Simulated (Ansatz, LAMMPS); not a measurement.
**glassy 57SiO2-27Al2O3-16BaO (mol %) (149 atoms): close-ups with forces and charges**

Density of this cell: 2.73 g/cm³. The cell holds 149 atoms: 25 Si, 24 Al, 7 Ba and 93 O. Its edges and angles: a = 13.216 Å, b = 13.216 Å, c = 13.216 Å, α = 90.0°, β = 90.0°, γ = 90.0°. 149 atoms (25 Si, 24 Al, 7 Ba, 93 O) placed at random at 2.73 g/cm³, melted at 4000 K for 10 ps at fixed volume with the Morse and Coulomb pair potential with partial charges (Pedone, Malavasi, Menziani, Cormack and Segre, J. Phys. Chem. B 110, 11780 (2006)). Quenched from 4000 K to 300 K at 25 K/ps and fixed volume, held 5 ps.

Method: Kohn-Sham DFT, PBE, PAW (set soft_2), plane waves (Ansatz 0.2.0; cutoff 420 eV, Γ point, fixed occupations), at the geometry as built.

The whole cell was solved; only parts of it are printed.

A closer look about Si1, which bears the longest force: 22 atoms, nearest first, numbered in the order of the input, with positions taken from that point.

```tsv
atom	x	y	z	distance (Å)	Löwdin charge (e)	Fx	Fy	Fz (eV/Å)
Si1	0.00	0.00	0.00	0.00	1.77	2.08	0.84	5.10
O121	-0.35	-0.05	-1.46	1.50	-0.84	-1.26	-1.17	-4.72
O90	0.49	1.49	0.30	1.59	-0.86	0.22	1.72	0.02
O115	-0.94	-0.43	1.26	1.63	-0.80	-1.35	-0.29	0.20
O85	1.36	-0.96	0.35	1.70	-0.81	0.22	2.60	-1.95
Si5	1.64	-2.41	0.83	3.03	1.71	-0.40	-2.88	3.84
Si10	-0.90	-0.13	2.91	3.04	1.75	0.63	-1.23	-2.56
Al48	-0.79	0.17	-3.17	3.27	1.23	2.43	-1.38	1.81
Al38	1.28	2.96	0.62	3.29	1.35	0.07	-1.41	0.06
O119	0.35	0.75	3.20	3.31	-0.85	2.77	1.61	0.97
O126	0.52	-3.27	0.02	3.31	-0.83	0.49	-1.52	-0.75
O123	-2.50	2.31	-1.36	3.67	-0.85	0.73	-0.99	-1.25
O79	2.57	2.11	1.75	3.76	-0.83	-0.37	1.14	-0.22
O57	-1.93	-3.25	-0.39	3.80	-0.84	-3.03	1.20	0.84
O83	1.29	-2.72	2.40	3.85	-0.84	-0.07	-0.26	-0.42
Ba51	1.99	-1.93	-2.70	3.87	1.94	-0.17	0.62	0.67
Al32	2.03	1.24	3.14	3.94	1.35	-1.37	-1.62	1.66
Si12	-0.62	-3.88	-0.93	4.04	1.70	0.12	-1.15	-1.01
O98	-2.10	0.80	3.37	4.05	-0.80	-1.47	-0.51	-0.55
O111	-1.33	-1.38	-3.64	4.11	-0.94	-0.53	1.30	-0.38
O75	-1.05	-1.51	3.67	4.11	-0.85	0.77	0.22	0.84
O134	0.69	0.57	-4.04	4.14	-0.95	0.74	-0.10	-0.53
```

Local excerpt of 46 atoms (numbers count through the whole input) about Ba53, one of the 7 Ba atoms; x, y, z are measured from there.

```tsv
atom	x	y	z	distance (Å)	Löwdin charge (e)	Fx	Fy	Fz (eV/Å)
Ba53	0.00	0.00	0.00	0.00	1.90	-0.51	-0.20	0.63
O66	-0.43	-2.58	0.86	2.75	-1.00	-1.42	2.54	-1.94
O77	-3.04	0.62	-0.20	3.11	-0.83	1.31	-0.81	-0.03
O64	0.13	2.93	1.07	3.12	-0.89	0.41	-0.80	-0.34
O97	-1.63	2.75	-0.69	3.27	-0.81	-0.96	-1.12	-0.38
O69	-0.61	1.05	3.09	3.33	-0.86	0.73	-0.12	-0.03
O143	-0.29	-1.71	-2.89	3.37	-1.01	0.45	-0.05	1.72
Al44	-1.79	-2.48	1.93	3.62	1.30	0.24	0.84	1.92
O135	-3.06	-1.68	1.10	3.66	-0.83	-0.60	0.37	-1.51
O60	3.43	-0.67	1.27	3.72	-0.87	-0.84	0.48	-1.09
O123	-1.05	-1.52	3.25	3.73	-0.85	0.73	-0.99	-1.25
Si24	-3.07	2.04	-0.98	3.81	1.73	-0.88	1.82	-0.45
Si7	-0.54	3.78	-0.17	3.82	1.73	1.09	0.23	0.32
Al40	-0.33	2.78	2.76	3.93	1.34	-1.02	0.08	0.94
O134	2.15	-3.26	0.57	3.95	-0.95	0.74	-0.10	-0.53
Si8	-3.92	-0.70	0.19	3.98	1.73	0.28	-0.23	-1.00
Al48	0.67	-3.66	1.44	3.99	1.23	2.43	-1.38	1.81
Si18	-1.17	-0.16	4.06	4.23	1.75	-2.03	-0.25	-2.16
Ba55	0.32	-3.92	-1.77	4.31	1.92	-0.34	-0.95	0.24
Al39	3.64	-2.30	0.50	4.33	1.29	-0.97	0.05	0.99
O114	0.38	4.15	-1.44	4.40	-0.81	1.06	-0.69	-2.17
O62	-3.16	1.79	-2.58	4.45	-0.84	0.21	-0.22	0.46
Si4	-0.80	-1.69	-4.38	4.76	1.72	0.93	0.68	0.54
Si19	4.15	0.15	2.48	4.83	1.70	1.32	-0.86	-0.28
O110	4.18	-2.22	-1.15	4.87	-0.85	0.48	0.04	-0.92
O129	-4.62	-1.16	-1.29	4.94	-0.80	0.38	0.69	1.37
O63	-1.92	3.28	3.36	5.08	-0.83	0.93	-0.44	-2.61
O121	1.11	-3.87	3.15	5.12	-0.84	-1.26	-1.17	-4.72
O58	3.35	0.07	3.88	5.12	-0.85	-0.28	0.64	0.22
O118	-0.09	-0.44	-5.13	5.15	-0.78	0.14	1.34	-1.16
O61	-4.25	2.93	-0.32	5.18	-0.86	-0.75	-0.03	0.40
O112	4.44	1.76	2.07	5.20	-0.82	-1.17	0.21	-0.95
O105	-5.09	-0.16	1.13	5.21	-0.89	-0.66	1.19	-1.46
O133	-2.79	-0.26	4.40	5.22	-0.81	0.02	1.34	0.03
O149	-2.31	-3.97	2.56	5.26	-0.94	-0.95	-2.08	0.67
O82	-2.45	-1.77	-4.32	5.28	-0.81	-2.15	0.38	-0.46
O111	0.13	-5.20	0.98	5.29	-0.94	-0.53	1.30	-0.38
O136	-0.91	5.22	0.42	5.31	-0.89	-1.74	1.10	0.98
O73	0.81	3.83	3.71	5.39	-0.91	0.62	-0.42	0.48
O108	-0.47	-0.12	5.47	5.49	-0.80	0.83	-0.30	1.15
Al46	-2.95	2.22	-4.23	5.61	1.41	0.71	0.06	0.73
O90	1.95	-2.34	4.91	5.77	-0.86	0.22	1.72	0.02
O91	4.65	-3.04	1.71	5.82	-0.87	-0.93	-1.50	-0.07
O86	-1.78	-5.42	-1.49	5.89	-1.10	0.96	2.81	3.83
O142	4.08	-1.87	-3.91	5.95	-0.90	-0.22	1.68	-0.12
Al38	2.74	-0.86	5.23	5.97	1.35	0.07	-1.41	0.06
```

A closer look about O86, whose charge lies farthest from its element's mean: 34 atoms, nearest first, numbered in the order of the input, with positions taken from that point.

```tsv
atom	x	y	z	distance (Å)	Löwdin charge (e)	Fx	Fy	Fz (eV/Å)
O86	0.00	0.00	0.00	0.00	-1.10	0.96	2.81	3.83
Al45	-0.30	-0.90	-1.29	1.60	1.28	-1.02	-1.45	-1.52
Ba55	2.11	1.50	-0.28	2.60	1.92	-0.34	-0.95	0.24
O137	-0.59	0.35	-2.57	2.66	-0.83	-0.96	0.28	-1.44
O113	-1.46	-2.12	-0.84	2.71	-0.85	-0.43	-0.80	0.16
Ba56	-1.23	-0.66	2.34	2.73	1.95	0.55	0.33	-1.05
O106	1.24	-1.79	-1.75	2.79	-0.81	-2.10	0.51	-1.85
O81	2.77	-1.37	0.37	3.11	-0.88	1.15	3.47	4.09
O111	1.92	0.21	2.47	3.13	-0.94	-0.53	1.30	-0.38
Al31	2.11	-1.37	2.14	3.30	1.26	0.81	-1.93	-1.49
O136	0.87	-2.58	1.92	3.33	-0.89	-1.74	1.10	0.98
Si23	2.52	-2.23	-0.87	3.48	1.76	-0.17	-3.14	0.62
Al30	-1.47	1.92	-2.61	3.56	1.38	0.20	-0.27	0.26
O67	-2.76	2.31	-1.52	3.91	-0.83	0.16	-0.80	0.50
Si21	-3.08	-2.33	-0.70	3.92	1.73	1.67	1.11	-0.91
O66	1.36	2.83	2.35	3.93	-1.00	-1.42	2.54	-1.94
O75	2.19	0.08	-3.44	4.08	-0.85	0.77	0.22	0.84
Al37	1.55	-1.48	-3.62	4.20	1.40	0.82	-0.85	1.06
Al48	2.46	1.76	2.94	4.21	1.23	2.43	-1.38	1.81
O125	-3.58	-1.27	-1.85	4.23	-0.80	-1.01	0.45	0.33
O143	1.49	3.70	-1.40	4.23	-1.01	0.45	-0.05	1.72
O89	-3.48	-2.24	0.88	4.23	-0.87	-0.50	-0.12	0.59
O114	2.17	-3.65	0.06	4.25	-0.81	1.06	-0.69	-2.17
O149	-0.53	1.45	4.05	4.33	-0.94	-0.95	-2.08	0.67
Si7	1.24	-4.02	1.33	4.41	1.73	1.09	0.23	0.32
Al44	0.00	2.93	3.42	4.51	1.30	0.24	0.84	1.92
O98	1.15	2.39	-3.74	4.59	-0.80	-1.47	-0.51	-0.55
Al27	-1.23	-0.02	-4.45	4.62	1.34	-0.17	-0.57	0.63
O82	-0.66	3.64	-2.83	4.66	-0.81	-2.15	0.38	-0.46
O68	3.69	-2.17	-1.93	4.69	-0.83	0.78	-0.52	-0.38
O135	-1.27	3.73	2.60	4.72	-0.83	-0.60	0.37	-1.51
Si4	0.99	3.73	-2.88	4.81	1.72	0.93	0.68	0.54
O94	0.23	-1.28	-4.67	4.85	-0.86	-2.17	0.90	-0.84
O134	3.93	2.16	2.06	4.94	-0.95	0.74	-0.10	-0.53
```

A closer look about Si15, picked at random: 39 atoms, nearest first, numbered in the order of the input, with positions taken from that point.

```tsv
atom	x	y	z	distance (Å)	Löwdin charge (e)	Fx	Fy	Fz (eV/Å)
Si15	0.00	0.00	0.00	0.00	1.75	-0.52	-0.70	0.90
O108	-0.83	-0.52	-1.26	1.59	-0.80	0.83	-0.30	1.15
O99	-0.35	1.58	0.14	1.63	-0.81	1.85	0.31	-0.11
O93	1.60	-0.17	-0.34	1.64	-0.88	0.24	0.73	-0.06
O118	-0.45	-0.84	1.36	1.66	-0.78	0.14	1.34	-1.16
Al38	2.38	-1.26	-1.49	3.08	1.35	0.07	-1.41	0.06
Si18	-1.53	-0.56	-2.67	3.13	1.75	-2.03	-0.25	-2.16
Si4	-1.16	-2.09	2.11	3.19	1.72	0.93	0.68	0.54
Si20	-1.01	3.04	0.48	3.24	1.73	-0.17	1.72	-0.71
O90	1.59	-2.74	-1.82	3.65	-0.86	0.22	1.72	0.02
O145	-3.46	0.55	1.02	3.65	-0.86	0.02	-0.71	0.08
Ba52	2.31	2.54	-1.26	3.66	1.91	-0.05	0.47	-0.03
O98	-1.00	-3.42	1.25	3.78	-0.80	-1.47	-0.51	-0.55
O72	-2.04	2.76	1.62	3.79	-0.85	-1.37	-0.11	2.13
O69	-0.97	0.65	-3.63	3.82	-0.86	0.73	-0.12	-0.03
O119	1.44	-3.47	1.08	3.91	-0.85	2.77	1.61	0.97
O133	-3.15	-0.66	-2.33	3.97	-0.81	0.02	1.34	0.03
O147	-1.80	3.51	-0.87	4.04	-0.80	0.02	0.22	-0.57
O58	2.99	-0.33	-2.85	4.14	-0.85	-0.28	0.64	0.22
O82	-2.81	-2.17	2.16	4.16	-0.81	-2.15	0.38	-0.46
O123	-1.41	-1.92	-3.48	4.22	-0.85	0.73	-0.99	-1.25
O143	-0.65	-2.11	3.60	4.22	-1.01	0.45	-0.05	1.72
O79	3.67	-2.11	-0.37	4.25	-0.83	-0.37	1.14	-0.22
Al46	-3.31	1.82	2.26	4.40	1.41	0.71	0.06	0.73
Al28	-4.06	-1.10	1.33	4.42	1.37	2.54	0.45	-2.05
O127	-0.09	4.34	0.89	4.43	-0.84	0.93	-2.06	-0.77
Si10	0.20	-4.36	0.79	4.43	1.75	0.63	-1.23	-2.56
Al32	3.13	-2.99	1.02	4.45	1.35	-1.37	-1.62	1.66
O73	0.45	3.43	-3.02	4.59	-0.91	0.62	-0.42	0.48
Al40	-0.69	2.38	-3.97	4.68	1.34	-1.02	0.08	0.94
O140	-4.46	-1.51	-0.29	4.72	-0.83	-0.64	-0.36	1.27
O115	0.16	-4.66	-0.86	4.74	-0.80	-1.35	-0.29	0.20
Si1	1.10	-4.23	-2.12	4.85	1.77	2.08	0.84	5.10
Al43	-4.64	1.55	-0.01	4.89	1.39	2.25	1.02	1.49
Si22	-2.95	3.32	-2.06	4.90	1.75	-0.26	-0.28	3.27
O148	-4.09	2.39	-1.36	4.93	-0.82	0.68	1.20	-1.15
O63	-2.28	2.88	-3.37	4.99	-0.83	0.93	-0.44	-2.61
Si11	-4.39	-1.60	-1.86	5.03	1.74	1.79	1.42	-0.75
O142	3.72	-2.27	2.58	5.06	-0.90	-0.22	1.68	-0.12
```

Length of the force by element:

```tsv
element	coordination	atoms	mean length of the force (eV/Å)	spread	least	most
Al	all	24	2.00	0.913	0.427	3.73
Ba	all	7	0.760	0.316	0.281	1.23
O	all	93	1.80	1.01	0.423	5.48
Si	all	25	2.60	1.11	1.07	5.57
```

Löwdin charges by element (they lack the spilled electrons, 0.064 e an atom on average):

```tsv
element	coordination	atoms	mean charge (e)	spread	least	most
Al	all	24	1.35	0.0469	1.23	1.41
Ba	all	7	1.92	0.0173	1.90	1.95
O	all	93	-0.856	0.0544	-1.10	-0.758
Si	all	25	1.73	0.0236	1.68	1.77
```

The quench rate of 25 K/ps is many orders above laboratory rates, so the cell is likely richer in defects and strain than a real sample. The force components of 1.3 eV/Å r.m.s. hold both thermal displacement and the mismatch between the potential that made the cell and DFT. The network of bonds at the start is that of the classical potential that made the cell, and needn't be the one that DFT or experiment would give. Only the Γ point is sampled, in a cell whose shortest periodic width is 13 Å. The Löwdin charges lack the electrons that the projection spills, 0.064 e an atom on average.

[Logs are printed without paths, hosts, clocks, repeated set-up lines and the standing remarks that a program may print on its own settings, such as how far it seeks lower states.]

[Hosts, paths, dates, database ids (printed as entryN), source tags and the programs' standing remarks are cut or masked in the printed files.]
